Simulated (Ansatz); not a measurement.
**linear Sb chain under tension and compression**

Wanted: energy, moment and open channels of the linear Sb chain from 12 % compression to 30 % stretch.

Method: DFT PBEsol, plane waves, PAW; relaxation of a chain's period, in the first sound run; inputs show where later runs differ, in Ansatz 0.2.0.

## (1) The starting structure

The cell holds 1 atom: 1 Sb. Cell: a = 7.500 Å, b = 7.500 Å, c = 2.585 Å, α = 90.0°, β = 90.0°, γ = 90.0°. Vacuum lies along a and b. The structure's axis is c.

## (2) Relaxing the period

Band widths follow the bond lengths, so the chain is relaxed first. The atoms and the third cell vector are free; the box across stays fixed as vacuum. Moments are seeded so that a magnetic state can form if it lies lower. A Fermi-Dirac smearing is set since the result may be a metal. The pressure printed is a third of the stress's trace over the whole box, vacuum included; only the stress along the axis is relaxed.

The input, input.yaml:

```yaml
crystal:
  lattice:
    - [7.5, 0.0, 0.0]
    - [0.0, 7.5, 0.0]
    - [0.0, 0.0, 2.5854]
  atoms:
    - { symbol: Sb, position: [0.5, 0.5, 0.0], spin: 0.3 }
magnetization:
  spin_polarized: true
kpoints:
  mp_grid: { grid: [1, 1, 31] }
scf:
  occupations: { method: fermi_dirac, width: 0.05 }
hamiltonian:
  xc: pbesol
relax:
  cell: { fix: [a, b, alpha, beta, gamma] }
  max_steps: 60
```

Started as:

```console
$ ansatz run input.yaml --threads 4 --pin off --max-ram 8192MiB --backend cpu --events-out ev --progress --plain --runs-dir out
```

Numbers of over 12 decimals in the logs are rounded to 6 here.

The program printed:

```text
Engine: ansatz 0.2.0, aarch64-unknown-linux-gnu
Pseudopotentials: kind: paw
Pseudopotential: Sb, paw, valence charge 15, recommended cutoff 420 eV (normal), Sb.paw.azcp
Functional definition: PBEsol
  exchange = pbesol_x
  correlation = pbesol_c
Crystal: 1 atoms, lattice volume = 145.429 Å³
Basis set: ecut = 420 eV, 2857 PW (Γ), exchange–correlation on 108×108×36 points (8 copies of the dense FFT grid, shifted against one another)
Bands: 12, of which v1, the nominal top of the filled ones, is band 8 counted from 1 (7 counted from 0)
Symmetry: 16 space group operations
Space group: P4/mmm (ITA 123), of the structure as read, at distance tolerance 5.3e-5 Å
Magnetic group: BNS 123.339 (UNI 999), of the structure as read, at distance tolerance 5.3e-5 Å
k-points: 16 of 31
Non-local potential: Sb, projectors of the file, l = 0: 2, l = 1: 2, l = 2: 2, l = 3: 2
PAW form: soft (Blöchl's): semilocal exchange-correlation on the pseudo side does not see the compensation charge
PAW frozen core: Sb, regenerated for the run's functional, and the local potential with it (the file was generated under x = pbe(κ = 0.804, μ = 0.219515), c = pbe(β = 0.066725))
PAW one-centre angular grid: Sb, 590 points (default); XC on 64 Gauss nodes
Initial density: superposition of atomic densities (neutral atoms: chi_scale 0, normalization atom)
Starting moments: Σ|m| = 0.3 μB on 1 of 1 site
Initial wavefunctions: pseudopotential atomic-orbital guess
Functional: x = pbesol(κ = 0.804, μ = 0.123457), c = pbesol(β = 0.046)
iter 1 solved again at ethr=6.33e-4 eV; its pass at ethr=3.10e-3 eV (dr2=9.50e-2 eV) is discarded
SCF iter   1: F=—  HF=-6406.695980 eV  |F-HF|=—  |Δ(HF+E_count)|=         —  Δρ=8.16e-3 (↑8.16e-3 ↓7.34e-3)  dr2=9.83e-2  dr2_m=6.77e-2  M=0.051 μB ∫|m|=0.051 μB  β_m=0.30  ethr=6.33e-4  ⟨swp⟩=1.0  Hψ=3478  notcnv=0
preconditioner: auto → LDOS  [metal: Δε(μ)=0.085 eV  Ē_g=9.767 eV  σ=0.050 eV  W_gap=0.38  n_scr=12 (ndim 8)  ℏωp=6.9 eV  f_vac=0.630  D(μ)=1.09/eV (n_scr^D=4)]
spin=Collinear: LDOS preconditioning applied to the charge; magnetization (m = ρ↑ − ρ↓) channel mixes plain (no charge-response kernel on spin).
SCF iter   2: F=—  HF=-6406.679058 eV  |F-HF|=—  |Δ(HF+E_count)|=   1.69e-2  Δρ=5.53e-3 (↑5.53e-3 ↓5.35e-3)  dr2=4.74e-2  dr2_m=3.39e-2  M=0.041 μB ∫|m|=0.041 μB  β_m=0.30  ethr=6.33e-4  ⟨swp⟩=2.0  Hψ=479  notcnv=0
SCF iter   3: F=—  HF=-6406.664798 eV  |F-HF|=—  |Δ(HF+E_count)|=   1.43e-2  Δρ=3.94e-3 (↑3.31e-3 ↓3.94e-3)  dr2=2.98e-3  dr2_m=1.70e-2  M=0.034 μB ∫|m|=0.034 μB  β_m=0.30  ethr=3.16e-4  ⟨swp⟩=2.7  Hψ=649  notcnv=0
SCF iter   4: F=—  HF=-6406.666628 eV  |F-HF|=—  |Δ(HF+E_count)|=   1.83e-3  Δρ=2.57e-3 (↑2.57e-3 ↓2.51e-3)  dr2=6.92e-4  dr2_m=8.51e-3  M=0.029 μB ∫|m|=0.029 μB  β_m=0.30  ethr=1.98e-5  ⟨swp⟩=2.5  Hψ=733  notcnv=0
SCF iter   5: F=—  HF=-6406.667277 eV  |F-HF|=—  |Δ(HF+E_count)|=   6.49e-4  Δρ=1.87e-3 (↑1.87e-3 ↓1.72e-3)  dr2=6.00e-5  dr2_m=4.28e-3  M=0.024 μB ∫|m|=0.024 μB  β_m=0.30  ethr=4.62e-6  ⟨swp⟩=2.0  Hψ=559  notcnv=0
SCF iter   6: F=—  HF=-6406.667657 eV  |F-HF|=—  |Δ(HF+E_count)|=   3.80e-4  Δρ=1.27e-3 (↑1.27e-3 ↓1.27e-3)  dr2=9.23e-6  dr2_m=2.15e-3  M=0.020 μB ∫|m|=0.020 μB  β_m=0.30  ethr=4.00e-7  ⟨swp⟩=2.0  Hψ=615  notcnv=0
SCF iter   7: F=—  HF=-6406.667863 eV  |F-HF|=—  |Δ(HF+E_count)|=   2.06e-4  Δρ=9.10e-4 (↑8.98e-4 ↓9.10e-4)  dr2=2.94e-6  dr2_m=1.09e-3  M=0.017 μB ∫|m|=0.017 μB  β_m=0.30  ethr=6.16e-8  ⟨swp⟩=2.0  Hψ=448  notcnv=0
Mixer restart at iter 7: flushing history
spin-set hold released at iteration 7 (site moments contracting): the magnetisation degrees of freedom join the quasi-Newton model from the next iteration; the mixer history was flushed
SCF iter   8: F=—  HF=-6406.667972 eV  |F-HF|=—  |Δ(HF+E_count)|=   1.10e-4  Δρ=6.47e-4 (↑6.41e-4 ↓6.47e-4)  dr2=1.51e-6  dr2_m=5.53e-4  M=0.015 μB ∫|m|=0.015 μB  β_m=0.65  ethr=1.96e-8  ⟨swp⟩=2.1  Hψ=486  notcnv=0
SCF iter   9: F=—  HF=-6406.668126 eV  |F-HF|=—  |Δ(HF+E_count)|=   1.54e-4  Δρ=4.58e-5 (↑4.32e-5 ↓4.58e-5)  dr2=5.91e-8  dr2_m=2.63e-6  M=0.005 μB ∫|m|=0.006 μB  β_m=0.82  ethr=1.01e-8  ⟨swp⟩=3.5  Hψ=699  notcnv=0
SCF iter  10: F=—  HF=-6406.668143 eV  |F-HF|=—  |Δ(HF+E_count)|=   1.73e-5  Δρ=2.57e-5 (↑2.45e-5 ↓2.57e-5)  dr2=9.84e-9  dr2_m=8.38e-7  M=0.003 μB ∫|m|=0.003 μB  β_m=0.91  ethr=3.94e-10  ⟨swp⟩=5.1  Hψ=1326  notcnv=0
SCF iter  11: F=—  HF=-6406.668148 eV  |F-HF|=—  |Δ(HF+E_count)|=   4.29e-6  Δρ=1.81e-6 (↑1.68e-6 ↓1.81e-6)  dr2=3.83e-9  dr2_m=2.51e-9  M=0.000 μB ∫|m|=0.000 μB  β_m=0.89  ethr=6.56e-11  ⟨swp⟩=5.2  Hψ=1332  notcnv=0
SCF iter  12: F=—  HF=-6406.668148 eV  |F-HF|=—  |Δ(HF+E_count)|=   1.33e-8  Δρ=5.35e-7 (↑5.35e-7 ↓4.59e-7)  dr2=8.04e-10  dr2_m=1.16e-10  M=0.000 μB ∫|m|=0.000 μB  β_m=0.83  ethr=2.55e-11  ⟨swp⟩=4.0  Hψ=1063  notcnv=0
SCF iter  13: F=-6406.668148 eV  HF=-6406.668148 eV  |F-HF|=1.00e-11  |Δ(HF+E_count)|=  1.73e-10  Δρ=1.23e-7 (↑1.23e-7 ↓7.97e-8)  dr2=3.96e-11  dr2_m=7.27e-12  M=0.000 μB ∫|m|=0.000 μB  ethr=5.36e-12  ⟨swp⟩=3.0  Hψ=887  notcnv=0
WARN: the starting moments were not kept: the SCF closed with an absolute magnetisation of 8.5e-6 μB, where they sum to 0.3 μB in size (1 site). That is at most 0.1 of that sum. Measured as dr2_m measures the in/out step, that magnetisation stands 5.8e-12 eV from none, at or under the dr2_threshold of 1.0e-7 eV: it is no larger than a step whose dr2_m would equal this threshold. The system may hold no moment; this SC [...]
SCF 1 converged in 13 iterations: F = -6406.668148 eV  dr2 = 3.96e-11
  greatest PAW one-centre occupation: 0.997 electrons in one spin orbital (limit 2), on the Sb atom at site 0 (counted from 0), in its partial waves of l = 2
relax step   1: F+E_penalty+E_count = -6406.66814754 eV  Δ(F+E_penalty+E_count) = +0.000e0 eV  max|allowed force component| = 0.000e0 eV/Å  Δτ_max = 0.0000 Å  P = +1.084 GPa  Ω = 145.429 Å³  fix = [a, b, alpha, beta, gamma]  reactions: a +0.205, b +0.205 GPa  (13 SCF iters, dr2 threshold 1.00e-7 eV, accepted)
Crystal: 1 atoms, lattice volume = 152.382 Å³
Basis set: ecut = 420 eV, 3033 PW (Γ), exchange–correlation on 108×108×36 points (8 copies of the dense FFT grid, shifted against one another)
Initial density: handed on by an earlier stage of this run
Starting moments: Σ|m| = 0.3 μB on 1 of 1 site; this step starts from the density that it was given
Initial wavefunctions: those handed on with the density
iter 1 solved again at ethr=1.05e-5 eV; its pass at ethr=3.10e-3 eV (dr2=1.57e-3 eV) is discarded
[...]
SCF iter   5: F=-6406.707480 eV  HF=-6406.707480 eV  |F-HF|=1.53e-9  |Δ(HF+E_count)|=   2.70e-8  Δρ=1.14e-6 (↑1.14e-6 ↓6.14e-7)  dr2=4.07e-9  dr2_m=5.66e-10  M=0.000 μB ∫|m|=0.000 μB  β_m=0.83  ethr=2.14e-10  ⟨swp⟩=2.0  Hψ=1200  notcnv=0
iter 6 did not close the SCF: its close was put off for a magnetic moment that had not settled (scf_convergence_deferred on its scf_iter line)
SCF iter   6: F=-6406.707480 eV  HF=-6406.707480 eV  |F-HF|=1.46e-10  |Δ(HF+E_count)|=   3.50e-9  Δρ=3.60e-7 (↑3.60e-7 ↓3.23e-7)  dr2=2.29e-10  dr2_m=9.51e-11  M=0.000 μB ∫|m|=0.000 μB  β_m=0.92  ethr=2.72e-11  ⟨swp⟩=1.6  Hψ=1098  notcnv=0
iter 7 did not close the SCF: its close was put off for a magnetic moment that had not settled (scf_convergence_deferred on its scf_iter line)
SCF iter   7: F=-6406.707480 eV  HF=-6406.707480 eV  |F-HF|=6.55e-11  |Δ(HF+E_count)|=  4.09e-10  Δρ=1.46e-7 (↑1.46e-7 ↓1.39e-7)  dr2=7.68e-12  dr2_m=2.65e-11  M=0.000 μB ∫|m|=0.000 μB  β_m=0.96  ethr=1.53e-12  ⟨swp⟩=1.0  Hψ=1154  notcnv=0
SCF iter   8: F=-6406.707480 eV  HF=-6406.707480 eV  |F-HF|=4.55e-12  |Δ(HF+E_count)|=  1.51e-10  Δρ=4.76e-8 (↑3.71e-8 ↓4.76e-8)  dr2=1.37e-12  dr2_m=2.25e-12  M=0.000 μB ∫|m|=0.000 μB  ethr=1.00e-12  ⟨swp⟩=1.0  Hψ=987  notcnv=0
the starting moments were not kept: the SCF closed with an absolute magnetisation of 8.9e-6 μB, where they sum to 0.3 μB in size (1 site). That is at most 0.1 of that sum. Measured as dr2_m measures the in/out step, that magnetisation stands 7.1e-12 eV from none, at or under the dr2_threshold of 1.0e-7 eV: it is no larger than a step whose dr2_m would equal this threshold.
SCF 3 converged in 8 iterations: F = -6406.707480 eV  dr2 = 1.37e-12
relax step   3: F+E_penalty+E_count = -6406.70748026 eV  Δ(F+E_penalty+E_count) = -9.820e-4 eV  max|allowed force component| = 0.000e0 eV/Å  Δτ_max = 0.0000 Å  P = +0.089 GPa  Ω = 151.706 Å³  energy of the carried Pulay correction = -3.132e-4 eV  fix = [a, b, alpha, beta, gamma]  reactions: a +0.207, b +0.207 GPa  (8 SCF iters, dr2 threshold 1.00e-7 eV, accepted)
[...]
relax step   4: F+E_penalty+E_count = -6406.70780280 eV  Δ(F+E_penalty+E_count) = -3.225e-4 eV  max|allowed force component| = 0.000e0 eV/Å  Δτ_max = 0.0000 Å  P = +0.136 GPa  Ω = 151.090 Å³  energy of the carried Pulay correction = -2.830e-4 eV  fix = [a, b, alpha, beta, gamma]  reactions: a +0.207, b +0.207 GPa  (8 SCF iters, dr2 threshold 5.32e-8 eV, accepted)
Initial wavefunctions: pseudopotential atomic-orbital guess (no wavefunctions were taken with the density)
iter 1 solved again at ethr=9.91e-7 eV; its pass at ethr=3.10e-3 eV (dr2=1.49e-4 eV) is discarded
SCF iter   1: F=—  HF=-6406.708020 eV  |F-HF|=—  |Δ(HF+E_count)|=         —  Δρ=1.04e-5 (↑1.04e-5 ↓1.04e-5)  dr2=1.13e-7  dr2_m=1.01e-12  M=0.000 μB ∫|m|=0.000 μB  β_m=0.30  ethr=9.91e-7  ⟨swp⟩=2.9  Hψ=3764  notcnv=0
eigensolver tolerance schedule: the retry pair's looser diagonalisation over-reported the residual by 1319.48 of it (diagonalisation noise at 0.73 of the residual, at the tolerance the schedule requests for it); recorded, not acted on — ethr = c·dr2/N_el stays at c = 1.0e-1
preconditioner: auto → none  [insulator: Δε(μ)=0.361 eV  Ē_g=9.325 eV  σ=0.050 eV  W_gap=0.58  n_scr=12 (ndim 8)  ℏωp=6.8 eV  f_vac=0.647  D(μ)=1.89/eV (n_scr^D=8)  ε∞_Penn≈1.5]
SCF iter   2: F=—  HF=-6406.708020 eV  |F-HF|=—  |Δ(HF+E_count)|=   7.70e-8  Δρ=7.02e-6 (↑7.02e-6 ↓7.02e-6)  dr2=4.62e-8  dr2_m=7.13e-13  M=0.000 μB ∫|m|=0.000 μB  β_m=0.55  ethr=7.51e-10  ⟨swp⟩=2.2  Hψ=628  notcnv=0
SCF iter   3: F=—  HF=-6406.708021 eV  |F-HF|=—  |Δ(HF+E_count)|=   2.82e-7  Δρ=1.30e-6 (↑1.30e-6 ↓1.30e-6)  dr2=3.01e-9  dr2_m=2.90e-13  M=0.000 μB ∫|m|=0.000 μB  β_m=0.53  ethr=3.08e-10  ⟨swp⟩=3.0  Hψ=636  notcnv=0
SCF iter   4: F=—  HF=-6406.708021 eV  |F-HF|=—  |Δ(HF+E_count)|=   4.64e-9  Δρ=2.99e-7 (↑2.95e-7 ↓2.99e-7)  dr2=2.07e-10  dr2_m=1.78e-13  M=0.000 μB ∫|m|=0.000 μB  β_m=0.59  ethr=2.00e-11  ⟨swp⟩=2.0  Hψ=468  notcnv=0
SCF iter   5: F=—  HF=-6406.708020 eV  |F-HF|=—  |Δ(HF+E_count)|=   2.12e-7  Δρ=6.22e-8 (↑5.74e-8 ↓6.22e-8)  dr2=1.56e-11  dr2_m=1.05e-13  M=0.000 μB ∫|m|=0.000 μB  β_m=0.67  ethr=1.38e-12  ⟨swp⟩=2.4  Hψ=498  notcnv=0
SCF iter   6: F=-6406.708020 eV  HF=-6406.708020 eV  |F-HF|=3.64e-12  |Δ(HF+E_count)|=  1.73e-11  Δρ=1.10e-8 (↑9.01e-9 ↓1.10e-8)  dr2=2.51e-13  dr2_m=5.40e-14  M=0.000 μB ∫|m|=0.000 μB  ethr=1.00e-12  ⟨swp⟩=5.8  Hψ=1384  notcnv=0
the starting moments were not kept: the SCF closed with an absolute magnetisation of 1.5e-6 μB, where they sum to 0.3 μB in size (1 site). That is at most 0.1 of that sum. Measured as dr2_m measures the in/out step, that magnetisation stands 1.9e-13 eV from none, at or under the dr2_threshold of 1.0e-11 eV: it is no larger than a step whose dr2_m would equal this threshold.
SCF 5 converged in 6 iterations: F = -6406.708020 eV  dr2 = 2.51e-13
relax step   5: F+E_penalty+E_count = -6406.70802034 eV  Δ(F+E_penalty+E_count) = -2.175e-4 eV  max|allowed force component| = 0.000e0 eV/Å  Δτ_max = 0.0000 Å  P = +0.134 GPa  Ω = 151.090 Å³  fix = [a, b, alpha, beta, gamma]  reactions: a +0.206, b +0.206 GPa  stress off target by 1.06e-2 GPa on what of the cell is left free  SCF on the basis re-selected at this cell (its energy is not comparable with the rows above)  (6 SCF iters)
basis re-selected at this cell: Δ(F+E_penalty+E_count) = -2.175e-4 eV, ΔP = -0.002 GPa vs the last step (what re-selecting the basis moved, of the pressure what is left beyond the Pulay correction that the steps carried, after the strain that the cell walked since its last selection, with what the two solves' SCF thresholds leave and, on support functions, any second-order correction that the steps lacked; it is no measure of the basis error at this ecutwfc). This SCF's stress stands 1.06e-2 GPa from its target on what of the cell is left free (relax.cell.stress_tol is 5.00e-2 GPa) and its largest allowed force component is 0.00e0 eV/Å (relax.f_tol is 1.00e-2 eV/Å): [rest of the remark cut]
SCF converged after 6 iterations
Magnetization: 0.0000 μB (7.5000 up, 7.5000 down)
Absolute magnetization: 0.0000 μB (∫|ρ↑−ρ↓|, with the PAW one-centre terms)
Spin contamination: 0.0000 ħ² per cell (⟨S²⟩ above its minimum at these occupations)
Per-site moments (μB) at R_I (Å): [(5.964014733126432e-7, 1.107996)]
Free energy (F): -6406.708020 eV
Harris-Foulkes:  -6406.708020 eV  (|F-HF|=3.64e-12)
Internal energy: -6406.694735 eV  (E = F + TS)
E sigma→0 (E₀):  -6406.701378 eV
Entropy (-TS):   -0.013286 eV (-13.286 meV/atom)
Fermi energy:    -1.981018 eV
--- Per-component energies (eV) ---
  E_band       = -338.458844
  E_kinetic    = 206.487798
  E_local      = -3399.339860  (includes V_loc(G=0)·N_el)
  E_nonlocal   = 363.899569
  E_hartree    = 1539.273715
  E_xc         = -135.988958
  E_vxc        = -94.550483  (∫ρ·V_xc dr)
  E_paw        = -4499.320233  (= ΣΔE_a)
  E_vpaw       = -493.503269  (= ΣTr[D̂ρ^β])
  E_aug_tail   = -0.000002  (compensation charges beyond the density's cutoff)
  E_ewald      = -482.038620
  E_core_change = 0.331857  (= ΣΔE_core)
  E_smearing   = -0.013286  (= −TS)
  E_closure    = 0.000000  (closes the sum)
  Σ components = -6406.708020   (vs F -6406.708020, Δ=0.00e0)
--- Forces (eV/Å), atoms counted from 1 ---
  atom   1  Sb     0.00000000     0.00000000     0.00000000
  max |Σ_I F_I| component: 1.01e-28 eV/Å
--- Stress (GPa, compression-positive) ---
        0.205573       0.000000       0.000000
        0.000000       0.205573       0.000000
        0.000000       0.000000      -0.010635
  P = ⅓ Tr σ = 0.1335 GPa (1.335 kbar)
--- Relaxed structure (4 steps of the walk, 4 accepted, 1 SCFs on fresh bases) ---
  F+E_penalty+E_count = -6406.70802034 eV   max|allowed force component| = 0.000e0 eV/Å   (the final SCF, on the basis selected at the relaxed cell)
  cell:  # Å, volume = 151.0904 Å³
    - [7.5, 0.0, 0.0]
    - [0.0, 7.5, 0.0]
    - [0.0, 0.0, 2.686051]
  atoms:
    - { symbol: Sb, position: [0.5, 0.5, 0.0] }
```

It took 6.7 s on 4 threads of Arm Neoverse V2, shared host; peak memory 0.38 GiB.

The steps of the relaxation:

```csv
step,energy less that of the first step (eV),largest force component (eV/Å),pressure (GPa),volume (Å³)
1,0.0000,0.0000,1.08,145.43
2,-0.0383,0.0000,0.04,152.38
3,-0.0393,0.0000,0.09,151.71
4,-0.0397,0.0000,0.14,151.09
5*,-0.0399,0.0000,0.13,151.09
```

Relaxation steps marked * repeat the geometry before them on a plane-wave basis chosen anew for their cell, so energy and pressure can jump there.

```csv
cell as run,before,after,change
c (Å),2.585,2.686,+3.9 %
```

The relaxed structure:

```xyz
1
Lattice="7.5000 0.0000 0.0000 0.0000 7.5000 0.0000 0.0000 0.0000 2.6861" Properties=species:S:1:pos:R:3
Sb    3.7500    3.7500    0.0000
```

This step gave:

| Item | Value |
| --- | --- |
| energy at zero smearing | -6406.7014 eV |
| cell length along the wire | 2.686 Å |

The cell's length comes to 2.686 Å with no moment.

## (3) The chain at a fixed length, period over the relaxed period 0.88, k-mesh 1×1×34

This step: DFT PBEsol, plane waves, PAW; channels and complex bands of a perfect chain (Ansatz 0.2.0).

The period is set to 0.88 times the relaxed one: shorter bonds widen the bands.

The cell differs from the one that the last finished run ended in (c 2.686 → 2.364 Å).

input.yaml, the sections that differ from step 2:

```yaml
crystal:
  lattice:
    - [7.5, 0.0, 0.0]
    - [0.0, 7.5, 0.0]
    - [0.0, 0.0, 2.3637246625]
  atoms:
    - { symbol: Sb, position: [0.5, 0.5, 0.0], spin: 0.3 }
kpoints:
  mp_grid: { grid: [1, 1, 34] }
output:
  transmission:
    e_range: [-2, 2]
    de: 0.035
    kmesh: [1, 1]
    reduced_basis: true
    leads: [[0, 0]]
  stress: true
# magnetization, scf, hamiltonian: as in step 2
# relax: removed
```

The program printed:

```text
[...]
Crystal: 1 atoms, lattice volume = 132.960 Å³
Basis set: ecut = 420 eV, 2583 PW (Γ)
Bands: 12, of which v1, the nominal top of the filled ones, is band 8 counted from 1 (7 counted from 0)
Symmetry: 16 space group operations
[...]
k-points: 18 of 34
[...]
Starting moments: Σ|m| = 0.3 μB on 1 of 1 site
[...]
SCF iter   1: F=—  HF=-6406.086253 eV  |F-HF|=—  |Δ(HF+E_count)|=         —  Δρ=9.00e-3 (↑9.00e-3 ↓8.54e-3)  dr2=1.77e-1  dr2_m=7.04e-2  M=0.006 μB ∫|m|=0.009 μB  β_m=0.30  ethr=1.14e-3  ⟨swp⟩=1.2  Hψ=3986  notcnv=0
[...]
spin=Collinear: Resta preconditioning applied to the charge; magnetization (m = ρ↑ − ρ↓) channel mixes plain (no charge-response kernel on spin).
SCF iter   2: F=—  HF=-6406.052159 eV  |F-HF|=—  |Δ(HF+E_count)|=   3.41e-2  Δρ=6.20e-3 (↑6.20e-3 ↓5.94e-3)  dr2=7.42e-2  dr2_m=3.50e-2  M=0.002 μB ∫|m|=0.006 μB  β_m=0.30  ethr=1.14e-3  ⟨swp⟩=2.2  Hψ=556  notcnv=0
[...]
SCF iter  11: F=-6406.034029 eV  HF=-6406.034029 eV  |F-HF|=1.82e-11  |Δ(HF+E_count)|=  6.18e-11  Δρ=7.06e-8 (↑7.06e-8 ↓6.00e-8)  dr2=2.72e-12  dr2_m=4.69e-12  M=-0.000 μB ∫|m|=0.000 μB  ethr=2.22e-12  ⟨swp⟩=3.1  Hψ=953  notcnv=0
SCF 1 converged in 11 iterations: F = -6406.034029 eV  dr2 = 2.72e-12
[...]
transmission: 6 of 36 steps passed
transmission: 9 of 36 steps passed
[...]
transmission: 36 of 36 steps passed
SCF converged after 11 iterations
Magnetization: -0.0000 μB (7.5000 up, 7.5000 down)
Absolute magnetization: 0.0000 μB (∫|ρ↑−ρ↓|, with the PAW one-centre terms)
[...]
Per-site moments (μB) at R_I (Å): [(3.1597933499191314e-7, 0.975036)]
Free energy (F): -6406.034029 eV
[...]
Internal energy: -6406.033191 eV  (E = F + TS)
E sigma→0 (E₀):  -6406.033610 eV
Entropy (-TS):   -0.000838 eV (-0.838 meV/atom)
Fermi energy:    -1.295630 eV
[...]
--- Stress (GPa, compression-positive) ---
        0.198828       0.000000       0.000000
        0.000000       0.198828       0.000000
        0.000000       0.000000      14.691920
  P = ⅓ Tr σ = 5.0299 GPa (50.299 kbar)
--- Band table (eV; the first three rows and the last of 36) ---
  k-point 0 ↑: bands = [... 4 lower, -30.1128, -13.4215, -4.2229, -4.2229, 1.6154, 2.9862, 4.0578, 4.9485]
  k-point 1 ↑: bands = [... 4 lower, -30.1187, -13.3992, -4.1945, -4.1945, 1.6373, 3.0088, 4.0797, 4.9727]
  k-point 2 ↑: bands = [... 4 lower, -30.1360, -13.3320, -4.1094, -4.1094, 1.7031, 3.0766, 4.1455, 5.0453]
  k-point 17 ↓: bands = [... 4 lower, -29.8185, -6.8995, -5.3659, 1.7080, 1.7080, 5.3129, 5.3129, 7.8115]
--- Transmission ---
  basis      : 497 plane waves across, 3 finite elements along
  points     : 1, standing for a mesh of 1 x 1
  filling    : by the input's occupations and mesh, since the crystals that have channels conduct as metals do. If one of these is a semiconductor, that mesh has misplaced its level
  energies   : 115 from -2.000000 to 1.990000 eV about the Fermi level, 0.035000 eV apart; the leads are filled to 0.000000 eV, and channels, transmission and decay are at -0.005000 eV
  crystal 0  : Sb1, at the sites [0, 0], period 2.3637 Å: whole cells are its period
    offset         : up to 0.0000 Å between an atom of the period and one for which it stands
    filled         : 27.6 meV over the level at which it is neutral
    channels       : 3.000000e0 up, 3.000000e0 down
    conductance    : 4.1323e14 S/m² at 300 K; may be off by some 0.0 % by where its bands' edges are placed, 0.0 % from the distance to neutral
```

It took 16 s on 4 threads; peak memory 0.43 GiB; 52 s of CPU time.

This step gave:

```
energy at zero smearing                                   : -6406.0336 eV
channels at the energy nearest the Fermi level, spin up   : 3
channels at the energy nearest the Fermi level, spin down : 3
conductance of the lead as this run defines it            : 3.000 G₀
band gap                                                  : 0 eV
```

The open channels of the lead by energy, zero at the Fermi level:

```csv
energy (eV),spin up,spin down
-2.000,3,3
-1.790,3,3
-1.615,3,3
-1.405,3,3
-1.195,3,3
-0.985,3,3
-0.810,3,3
-0.600,3,3
-0.390,3,3
-0.215,3,3
-0.005,3,3
0.205,3,3
0.415,3,3
0.590,3,3
0.800,3,3
1.010,3,3
1.185,3,3
1.395,3,3
1.605,3,3
1.815,3,3
```

At the computed energy nearest the Fermi level there are 3 spin-up and 3 spin-down channels, and the thermal average gives 3.00 G₀.

(Continued in part 2 of 2.)

[Logs are printed without paths, hosts, clocks, repeated set-up lines and the standing remarks that a program may print on its own settings, such as how far it seeks lower states.]

[Hosts, paths, dates, database ids (printed as entryN), source tags and the programs' standing remarks are cut or masked in the printed files.]
